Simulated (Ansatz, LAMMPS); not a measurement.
# Elastic response of La2O3 with crystalline order left by the classical run (105 atoms), part 3 of 3

Aim: relax La2O3 with crystalline order left by the classical run (105 atoms), then change its volume and shape to read moduli from the stress.

Ansatz 0.2.0; Kohn-Sham DFT, PBE, PAW (set soft_2), plane waves.

The cell: 42 La and 63 O. The quench rate of 50 K/ps far exceeds what a furnace or splat quench reaches. The starting topology of bonds comes from the classical model. The Brillouin zone is sampled at Γ only. Spin–orbit coupling is left out.

So far. Step 7 (Volume -6 %): The relaxation converged after 5 steps, 0.521 eV below its start, with a largest force component of 0.032 eV/Å. Step 7 (Volume -6 %): Volume -6 %: the energy stands 2.26 eV above that of the reference, at a pressure of 6.78 GPa.

**8. Volume +6 %**

The relaxed cell is scaled to another volume.

File input.yaml:

```yaml
crystal:
  lattice:
    - [12.13162, 0.27443, -0.04308]
    - [0.27443, 12.99188, -0.54879]
    - [-0.04308, -0.54879, 12.68337]
  atoms:
    [... the 105 atom lines of step 4 ...]
kpoints:
  mp_grid: { grid: [1, 1, 1] }
hamiltonian:
  xc: pbe
scf:
  occupations: { method: fixed }
output:
  forces: true
  eigenvalues: true
  stress: true
relax:
  f_tol: 0.05
  max_steps: 70
```

On the command line:

```bash
$ ansatz run input.yaml --threads 4 --pin off --max-ram 8192MiB --backend cpu --events-out ev --progress --plain --runs-dir out
```

Numbers of over 12 decimals in the logs are rounded to 6 here.

What it wrote:

```text
[...]
Crystal: 105 atoms, lattice volume = 1994.438 Å³
Basis set: ecut = 420 eV, 38951 PW (Γ), exchange–correlation on 180×180×180 points (8 copies of the dense FFT grid, shifted against one another)
Bands: 525, of which v1, the nominal top of the filled ones, is band 420 counted from 1 (419 counted from 0)
Symmetry: 1 space group operations
[...]
k-points: 1
[...]
SCF iter   1: F=—  HF=-298444.084096 eV  |F-HF|=—  |Δ(HF+E_count)|=         —  Δρ=2.69e-3  dr2=1.58e-1  ethr=1.77e-3  ⟨swp⟩=5.0  Hψ=1955  notcnv=0  defer=103
[...]
SCF iter   5: F=—  HF=-298444.118152 eV  |F-HF|=—  |Δ(HF+E_count)|=   3.65e-4  Δρ=1.29e-4  dr2=3.17e-4  ethr=6.40e-8  ⟨swp⟩=2.0  Hψ=900  notcnv=0  defer=103
SCF iter   6: F=-298444.118149 eV  HF=-298444.118134 eV  |F-HF|=1.58e-5  |Δ(HF+E_count)|=   1.85e-5  Δρ=3.73e-5  dr2=3.08e-5  ethr=7.44e-9  ⟨swp⟩=18.0  Hψ=3651  notcnv=0
SCF 1 converged in 6 iterations: F = -298444.118149 eV  dr2 = 3.08e-5
[...]
relax step   1: F+E_penalty+E_count = -298444.11814933 eV  Δ(F+E_penalty+E_count) = +0.000e0 eV  max|allowed force component| = 3.484e-1 eV/Å  Δτ_max = 0.0000 Å  (6 SCF iters, dr2 threshold 6.25e-5 eV, accepted)
[...]
relax step   2: F+E_penalty+E_count = -298443.43088523 eV  Δ(F+E_penalty+E_count) = +6.873e-1 eV  max|allowed force component| = 9.599e-1 eV/Å  Δτ_max = 0.1942 Å  (9 SCF iters, dr2 threshold 7.59e-6 eV, rejected (line search))
[...]
relax step   3: F+E_penalty+E_count = -298444.45829327 eV  Δ(F+E_penalty+E_count) = -3.401e-1 eV  max|allowed force component| = 2.044e-1 eV/Å  Δτ_max = 0.0833 Å  (10 SCF iters, accepted)
relax step   4: F+E_penalty+E_count = -298444.61152992 eV  Δ(F+E_penalty+E_count) = -1.532e-1 eV  max|allowed force component| = 9.648e-2 eV/Å  Δτ_max = 0.1000 Å  (8 SCF iters, dr2 threshold 2.61e-6 eV, accepted)
relax step   5: F+E_penalty+E_count = -298444.66150903 eV  Δ(F+E_penalty+E_count) = -4.998e-2 eV  max|allowed force component| = 8.125e-2 eV/Å  Δτ_max = 0.1500 Å  (10 SCF iters, accepted)
relax step   6: F+E_penalty+E_count = -298444.67185707 eV  Δ(F+E_penalty+E_count) = -1.035e-2 eV  max|allowed force component| = 5.666e-2 eV/Å  Δτ_max = 0.2000 Å  (10 SCF iters, accepted)
[...]
relax step   7: F+E_penalty+E_count = -298444.67602175 eV  Δ(F+E_penalty+E_count) = -4.165e-3 eV  max|allowed force component| = 2.228e-2 eV/Å  Δτ_max = 0.0335 Å  (8 SCF iters, accepted)
SCF converged after 8 iterations
Free energy (F): -298444.676022 eV
[...]
Internal energy: -298444.676022 eV  (E = F + TS)
E sigma→0 (E₀):  -298444.676022 eV
Fermi energy:    8.038904 eV
[...]
Σ components = -298444.676022   (vs F -298444.676022, Δ=0.00e0)
--- Forces (eV/Å), atoms counted from 1 ---
  atom   1  La    -0.00084617     0.01145815     0.01122877
  atom   2  La    -0.01541440    -0.01651622     0.01106536
  atom   3  La     0.00216357    -0.00055258    -0.00864776
  atom   4  La    -0.00049709    -0.00282235     0.01475529
[...]
atom 105  O     -0.00202598     0.00087042    -0.00307897
  max |Σ_I F_I| component: 9.35e-5 eV/Å
--- Stress (GPa, compression-positive) ---
       -4.751580       0.149482      -0.241983
        0.149482      -4.461803      -0.116828
       -0.241983      -0.116828      -4.032541
  P = ⅓ Tr σ = -4.4153 GPa (-44.153 kbar)
--- Band table (eV) ---
[...]
--- Relaxed structure (7 steps of the walk, 6 accepted, 0 SCFs on fresh bases) ---
  F+E_penalty+E_count = -298444.67602175 eV   max|allowed force component| = 2.228e-2 eV/Å
  atoms:
    - { symbol: La, position: [0.537684, 0.575169, 0.719880] }
    - { symbol: La, position: [0.844692, 0.242183, 0.622520] }
    - { symbol: La, position: [0.079050, 0.719390, 0.984338] }
    - { symbol: La, position: [0.578927, 0.843060, 0.591989] }
[...]
- { symbol: O, position: [0.210682, 0.770985, 0.615165] }
```

Run time: 3.1 min. Hardware: 4 threads of AMD EPYC 9R14 (Zen 4), shared host; peak memory 3.4 GiB; 12 min of CPU time.

The relaxation converged after 7 steps, 0.558 eV below its start, with a largest force component of 0.022 eV/Å.

Volume +6 %: the energy stands 1.70 eV above that of the reference, at a pressure of -4.42 GPa.

**9. Volume -10 %**

The relaxed cell is scaled to another volume.

Input and log are left out; they have the form of those shown for this kind of step.

Wall time 6.1 min (4 threads of AMD EPYC 9R14 (Zen 4), shared host); peak memory 3 GiB; 23 min of CPU time.

The relaxation converged after 17 steps, 2.15 eV below its start, with a largest force component of 0.036 eV/Å.

Volume -10 %: the energy stands 6.19 eV above that of the reference, at a pressure of 10.9 GPa.

**10. Stretched by 1 % along x**

The relaxed cell is strained along x alone, which gives the stiffness along x and its coupling to y and z.

input.yaml, the sections that differ from step 8:

```yaml
crystal:
  lattice:
    - [12.01724, 0.26915, -0.04225]
    - [0.27184, 12.74197, -0.53823]
    - [-0.04267, -0.53823, 12.4394]
  atoms:
    [... the 105 atom lines of step 4 ...]
# kpoints, hamiltonian, scf, output, relax: as in step 8
```

What it wrote:

```text
[...]
Crystal: 105 atoms, lattice volume = 1900.360 Å³
Basis set: ecut = 420 eV, 37127 PW (Γ), exchange–correlation on 162×180×180 points (8 copies of the dense FFT grid, shifted against one another)
Bands: 525, of which v1, the nominal top of the filled ones, is band 420 counted from 1 (419 counted from 0)
Symmetry: 1 space group operations
[...]
k-points: 1
[...]
SCF iter   1: F=—  HF=-298446.225348 eV  |F-HF|=—  |Δ(HF+E_count)|=         —  Δρ=2.71e-3  dr2=1.50e-1  ethr=1.77e-3  ⟨swp⟩=5.0  Hψ=1956  notcnv=0  defer=102
[...]
SCF iter   6: F=-298446.257121 eV  HF=-298446.257113 eV  |F-HF|=7.86e-6  |Δ(HF+E_count)|=   1.27e-5  Δρ=3.83e-5  dr2=2.93e-5  ethr=7.44e-9  ⟨swp⟩=20.0  Hψ=3620  notcnv=0
SCF 1 converged in 6 iterations: F = -298446.257121 eV  dr2 = 2.93e-5
[...]
relax step   1: F+E_penalty+E_count = -298446.25712070 eV  Δ(F+E_penalty+E_count) = +0.000e0 eV  max|allowed force component| = 1.019e-1 eV/Å  Δτ_max = 0.0000 Å  (6 SCF iters, dr2 threshold 6.25e-5 eV, accepted)
[...]
relax step   2: F+E_penalty+E_count = -298446.20531029 eV  Δ(F+E_penalty+E_count) = +5.181e-2 eV  max|allowed force component| = 2.399e-1 eV/Å  Δτ_max = 0.0449 Å  (10 SCF iters, rejected (line search))
[...]
relax step   3: F+E_penalty+E_count = -298446.27314849 eV  Δ(F+E_penalty+E_count) = -1.603e-2 eV  max|allowed force component| = 3.213e-2 eV/Å  Δτ_max = 0.0174 Å  (9 SCF iters, accepted)
SCF converged after 9 iterations
Free energy (F): -298446.273148 eV
[...]
Internal energy: -298446.273148 eV  (E = F + TS)
E sigma→0 (E₀):  -298446.273148 eV
Fermi energy:    8.736914 eV
[...]
--- Forces (eV/Å), atoms counted from 1 ---
  atom   1  La    -0.00015547    -0.03020700     0.01967657
  atom   2  La    -0.00802292     0.00229628     0.00091786
  atom   3  La     0.01936387     0.00320575    -0.00618119
  atom   4  La     0.01321002    -0.00572440     0.00448970
  atom   5  La    -0.00112465     0.00145282    -0.00138182
  atom   6  La    -0.01226348    -0.00106875    -0.00019462
  atom   7  La     0.01742449     0.00638922    -0.00413058
  atom   8  La     0.01370076     0.00406586    -0.01218935
  atom   9  La     0.01162432    -0.00685431     0.01870709
  atom  10  La    -0.00249583     0.01103612    -0.00355103
  atom  11  La     0.01353968     0.00227291    -0.01171531
  atom  12  La     0.02063111     0.02969673     0.00529901
  atom  13  La    -0.02125692    -0.00190213     0.00364352
  atom  14  La    -0.00375915    -0.00560511     0.01137182
[...]
atom 104  O     -0.00195001    -0.00832972     0.02177013
  atom 105  O     -0.00076583    -0.00809329     0.00903836
  max |Σ_I F_I| component: 4.57e-5 eV/Å
--- Stress (GPa, compression-positive) ---
       -1.741080       0.015615      -0.015327
        0.015615      -0.740507      -0.030965
       -0.015327      -0.030965      -0.749301
  P = ⅓ Tr σ = -1.0770 GPa (-10.770 kbar)
--- Band table (eV) ---
[...]
--- Relaxed structure (3 steps of the walk, 2 accepted, 0 SCFs on fresh bases) ---
  F+E_penalty+E_count = -298446.27314849 eV   max|allowed force component| = 3.213e-2 eV/Å
  atoms:
    - { symbol: La, position: [0.542233, 0.574917, 0.714572] }
    - { symbol: La, position: [0.849080, 0.232077, 0.628607] }
    - { symbol: La, position: [0.074470, 0.722602, 0.982337] }
    - { symbol: La, position: [0.578820, 0.836036, 0.585711] }
[...]
- { symbol: O, position: [0.211098, 0.770495, 0.608535] }
```

Run time: 75 s. Hardware: 4 threads; peak memory 3.3 GiB; 4.8 min of CPU time.

The relaxation converged after 3 steps, 0.0160 eV below its start, with a largest force component of 0.032 eV/Å.

Stretched by 1 % along x: the energy stands 0.105 eV above that of the reference, at a pressure of -1.08 GPa.

**11. Compressed by 1 % along x**

The relaxed cell is strained along x alone, which gives the stiffness along x and its coupling to y and z.

input.yaml, the sections that differ from step 10:

```yaml
crystal:
  lattice:
    - [11.77928, 0.26915, -0.04225]
    - [0.26646, 12.74197, -0.53823]
    - [-0.04183, -0.53823, 12.4394]
  atoms:
    [... the 105 atom lines of step 4 ...]
# kpoints, hamiltonian, scf, output, relax: as in step 10
```

What it wrote:

```text
[...]
Crystal: 105 atoms, lattice volume = 1862.730 Å³
Basis set: ecut = 420 eV, 36437 PW (Γ), exchange–correlation on 160×180×180 points (8 copies of the dense FFT grid, shifted against one another)
Bands: 525, of which v1, the nominal top of the filled ones, is band 420 counted from 1 (419 counted from 0)
Symmetry: 1 space group operations
[...]
k-points: 1
[...]
SCF iter   1: F=—  HF=-298446.232433 eV  |F-HF|=—  |Δ(HF+E_count)|=         —  Δρ=2.75e-3  dr2=1.53e-1  ethr=1.77e-3  ⟨swp⟩=5.0  Hψ=1962  notcnv=0  defer=100
[...]
SCF iter   5: F=—  HF=-298446.260776 eV  |F-HF|=—  |Δ(HF+E_count)|=   3.52e-4  Δρ=1.23e-4  dr2=2.62e-4  ethr=6.18e-8  ⟨swp⟩=2.0  Hψ=947  notcnv=0  defer=103
SCF iter   6: F=-298446.260770 eV  HF=-298446.260763 eV  |F-HF|=6.91e-6  |Δ(HF+E_count)|=   1.33e-5  Δρ=3.98e-5  dr2=3.09e-5  ethr=7.44e-9  ⟨swp⟩=19.0  Hψ=3565  notcnv=0
SCF 1 converged in 6 iterations: F = -298446.260770 eV  dr2 = 3.09e-5
[...]
relax step   1: F+E_penalty+E_count = -298446.26076958 eV  Δ(F+E_penalty+E_count) = +0.000e0 eV  max|allowed force component| = 1.076e-1 eV/Å  Δτ_max = 0.0000 Å  (6 SCF iters, dr2 threshold 6.25e-5 eV, accepted)
[...]
relax step   2: F+E_penalty+E_count = -298446.21973539 eV  Δ(F+E_penalty+E_count) = +4.103e-2 eV  max|allowed force component| = 2.250e-1 eV/Å  Δτ_max = 0.0453 Å  (10 SCF iters, rejected (line search))
[...]
relax step   3: F+E_penalty+E_count = -298446.27793408 eV  Δ(F+E_penalty+E_count) = -1.716e-2 eV  max|allowed force component| = 3.119e-2 eV/Å  Δτ_max = 0.0191 Å  (9 SCF iters, accepted)
SCF converged after 9 iterations
Free energy (F): -298446.277934 eV
[...]
Internal energy: -298446.277934 eV  (E = F + TS)
E sigma→0 (E₀):  -298446.277934 eV
Fermi energy:    8.999039 eV
[...]
Σ components = -298446.277934   (vs F -298446.277934, Δ=0.00e0)
--- Forces (eV/Å), atoms counted from 1 ---
  atom   1  La    -0.00368845     0.02956870    -0.01582074
  atom   2  La     0.00915210    -0.00360633    -0.00233627
  atom   3  La    -0.01844900    -0.00247313     0.00620008
  atom   4  La    -0.01565022     0.00605133    -0.00364257
[...]
atom 105  O     -0.00357812     0.00848230    -0.01089557
  max |Σ_I F_I| component: 6.05e-5 eV/Å
--- Stress (GPa, compression-positive) ---
        1.770206      -0.017037       0.016197
       -0.017037       0.793647       0.032682
        0.016197       0.032682       0.799150
  P = ⅓ Tr σ = 1.1210 GPa (11.210 kbar)
--- Band table (eV) ---
[...]
--- Relaxed structure (3 steps of the walk, 2 accepted, 0 SCFs on fresh bases) ---
  F+E_penalty+E_count = -298446.27793408 eV   max|allowed force component| = 3.119e-2 eV/Å
  atoms:
    - { symbol: La, position: [0.543527, 0.574324, 0.713421] }
    - { symbol: La, position: [0.850744, 0.232020, 0.628741] }
    - { symbol: La, position: [0.073708, 0.722656, 0.982279] }
    - { symbol: La, position: [0.578064, 0.836073, 0.584329] }
[...]
- { symbol: O, position: [0.212630, 0.770426, 0.608321] }
```

Run time: 72 s. Hardware: 4 threads; peak memory 3.2 GiB; 4.5 min of CPU time.

The relaxation converged after 3 steps, 0.0172 eV below its start, with a largest force component of 0.031 eV/Å.

Compressed by 1 % along x: the energy stands 0.0998 eV above that of the reference, at a pressure of 1.12 GPa.

**12. Sheared by 2 % in xy**

A shear of the relaxed cell gives the modulus that volume changes can't reach.

input.yaml, the sections that differ from step 11:

```yaml
crystal:
  lattice:
    - [11.90095, 0.38813, -0.04225]
    - [0.39657, 12.74466, -0.53823]
    - [-0.04763, -0.53865, 12.4394]
  atoms:
    [... the 105 atom lines of step 4 ...]
# kpoints, hamiltonian, scf, output, relax: as in step 11
```

What it wrote:

```text
[...]
Crystal: 105 atoms, lattice volume = 1881.356 Å³
Basis set: ecut = 420 eV, 36711 PW (Γ), exchange–correlation on 160×180×180 points (8 copies of the dense FFT grid, shifted against one another)
Bands: 525, of which v1, the nominal top of the filled ones, is band 420 counted from 1 (419 counted from 0)
Symmetry: 1 space group operations
[...]
k-points: 1
[...]
SCF iter   1: F=—  HF=-298446.203100 eV  |F-HF|=—  |Δ(HF+E_count)|=         —  Δρ=2.73e-3  dr2=1.51e-1  ethr=1.77e-3  ⟨swp⟩=5.0  Hψ=1956  notcnv=0  defer=102
[...]
SCF iter   6: F=-298446.232646 eV  HF=-298446.232636 eV  |F-HF|=9.92e-6  |Δ(HF+E_count)|=   2.38e-5  Δρ=3.81e-5  dr2=2.83e-5  ethr=7.44e-9  ⟨swp⟩=19.0  Hψ=3590  notcnv=0
SCF 1 converged in 6 iterations: F = -298446.232646 eV  dr2 = 2.83e-5
[...]
relax step   1: F+E_penalty+E_count = -298446.23264553 eV  Δ(F+E_penalty+E_count) = +0.000e0 eV  max|allowed force component| = 2.057e-1 eV/Å  Δτ_max = 0.0000 Å  (6 SCF iters, dr2 threshold 6.25e-5 eV, accepted)
[...]
relax step   2: F+E_penalty+E_count = -298446.12432734 eV  Δ(F+E_penalty+E_count) = +1.083e-1 eV  max|allowed force component| = 4.289e-1 eV/Å  Δτ_max = 0.0683 Å  (8 SCF iters, dr2 threshold 2.65e-6 eV, rejected (line search))
[...]
relax step   3: F+E_penalty+E_count = -298446.28126156 eV  Δ(F+E_penalty+E_count) = -4.862e-2 eV  max|allowed force component| = 6.603e-2 eV/Å  Δτ_max = 0.0313 Å  (10 SCF iters, accepted)
relax step   4: F+E_penalty+E_count = -298446.28982326 eV  Δ(F+E_penalty+E_count) = -8.562e-3 eV  max|allowed force component| = 9.929e-2 eV/Å  Δτ_max = 0.1000 Å  (10 SCF iters, accepted)
relax step   5: F+E_penalty+E_count = -298446.29514992 eV  Δ(F+E_penalty+E_count) = -5.327e-3 eV  max|allowed force component| = 5.480e-2 eV/Å  Δτ_max = 0.1500 Å  (10 SCF iters, accepted)
[...]
relax step   6: F+E_penalty+E_count = -298446.29937288 eV  Δ(F+E_penalty+E_count) = -4.223e-3 eV  max|allowed force component| = 3.180e-2 eV/Å  Δτ_max = 0.0569 Å  (9 SCF iters, accepted)
SCF converged after 9 iterations
Free energy (F): -298446.299373 eV
[...]
Internal energy: -298446.299373 eV  (E = F + TS)
E sigma→0 (E₀):  -298446.299373 eV
Fermi energy:    8.859563 eV
[...]
--- Forces (eV/Å), atoms counted from 1 ---
  atom   1  La    -0.00281478     0.00248626     0.01145496
  atom   2  La     0.00030400     0.00649537    -0.01994599
  atom   3  La    -0.00659252    -0.00833656     0.00671178
  atom   4  La    -0.00513400     0.00143230    -0.00538860
  atom   5  La    -0.00050540     0.00975038     0.00569501
  atom   6  La    -0.00426191    -0.01019032    -0.00398848
  atom   7  La    -0.00688098    -0.00201317    -0.00208511
  atom   8  La     0.00130341    -0.00134098    -0.01158644
  atom   9  La     0.00119256     0.01130210    -0.00486004
  atom  10  La    -0.00362128     0.00482344    -0.00512147
  atom  11  La     0.00208532     0.02169435    -0.00736291
  atom  12  La     0.00268543    -0.00596581     0.00055457
  atom  13  La     0.00645856     0.00286376     0.00173483
  atom  14  La    -0.00273667     0.00281105     0.00111399
[...]
atom 104  O     -0.00987808    -0.00364006    -0.00414579
  atom 105  O      0.00084858     0.00386552    -0.00126094
  max |Σ_I F_I| component: 2.48e-5 eV/Å
--- Stress (GPa, compression-positive) ---
        0.115814      -0.564168      -0.130567
       -0.564168      -0.095306       0.086889
       -0.130567       0.086889       0.154679
  P = ⅓ Tr σ = 0.0584 GPa (0.584 kbar)
--- Band table (eV) ---
[...]
--- Relaxed structure (6 steps of the walk, 5 accepted, 0 SCFs on fresh bases) ---
  F+E_penalty+E_count = -298446.29937288 eV   max|allowed force component| = 3.180e-2 eV/Å
  atoms:
    - { symbol: La, position: [0.543058, 0.571970, 0.714405] }
    - { symbol: La, position: [0.848185, 0.232494, 0.628396] }
    - { symbol: La, position: [0.074741, 0.720198, 0.982417] }
    - { symbol: La, position: [0.577670, 0.834521, 0.583741] }
[...]
- { symbol: O, position: [0.212039, 0.769943, 0.612367] }
```

Elapsed: 2.5 min, on 4 threads; peak memory 3.2 GiB; 9.4 min of CPU time.

The relaxation converged after 6 steps, 0.0667 eV below its start, with a largest force component of 0.032 eV/Å.

Sheared by 2 % in xy: the energy stands 0.0783 eV above that of the reference, at a pressure of 0.0584 GPa.

**13. Pressure against volume**

Atoms are relaxed at each volume, in the scaled cell.

```csv
volume change (%),volume (Å³/atom),energy change (meV/atom),pressure (GPa),largest move on relaxing (Å),bonds,gap (eV)
-10,16.128,58.94,10.90,1.25,280,3.01
-6,16.844,21.55,6.78,0.20,272,2.93
-3,17.382,5.08,3.12,0.08,270,2.96
+0,17.919,0.00,0.00,-,267,2.98
+3,18.457,4.44,-2.51,0.15,267,3.04
+6,18.995,16.21,-4.42,0.31,262,3.14
```

**14. Uniaxial strain and shear**

Stress (GPa, compression positive) less that of the relaxed cell, atoms relaxed:

```csv
strain,xx,yy,zz,xy,energy change (meV/atom)
stretched by 1 % along x,-1.742,-0.738,-0.751,0.015,1.00
compressed by 1 % along x,1.770,0.796,0.797,-0.018,0.95
sheared by 2 % in xy,0.115,-0.092,0.153,-0.565,0.75
```

**15. Findings**

The bulk modulus, from the slope of pressure against ln V over the three points nearest the relaxed volume, is 93.9 GPa; between neighbouring points the slope runs 95, 116, 103, 85 and 66 GPa from the smallest volume up, without a steady fall, so no pressure derivative is given. The count of bonds runs from 262 to 280 over the series, so at some points contacts cross the cutoffs. At -10 % some atom moved by over 0.5 Å on relaxing, so that point may sit in another local minimum. The gap goes from 3.01 eV at the smallest volume to 3.14 eV at the largest, not monotonically (lowest 2.93, highest 3.14 eV), on the run's k-points. In the Cartesian axes of the cell, finite differences give C11 = 176, C12 = 76.7, C13 = 77.4 and C66 = 28.2 GPa (the shear of 2 % is the engineering strain, εxy = 0.01). The mean of C11, C12 and C13, which equals the bulk modulus in a cubic or isotropic solid, is 110 GPa: it lies 17 % over the bulk modulus from the volumes. For an isotropic solid C66 would equal (C11 − C12)/2 = 49.4 GPa; so small a sample needn't be isotropic, and C66 rests on one shear. The two differ too much for isotropic moduli to be formed.

**Limits.** Strains are finite and relaxations stop at the force tolerance of the input, which can leave moduli too stiff; they are those of a static cell at zero temperature. Volumes are changed with the cell's shape held, so in an anisotropic solid the modulus lies over the one under free hydrostatic load. The program notes that the SCF threshold of the relaxations is loose for the stress.

The DFT runs together took 27 min of wall time.

[Logs are printed without paths, hosts, clocks, repeated set-up lines and the standing remarks that a program may print on its own settings, such as how far it seeks lower states.]

[Hosts, paths, dates, database ids (printed as entryN), source tags and the programs' standing remarks are cut or masked in the printed files.]
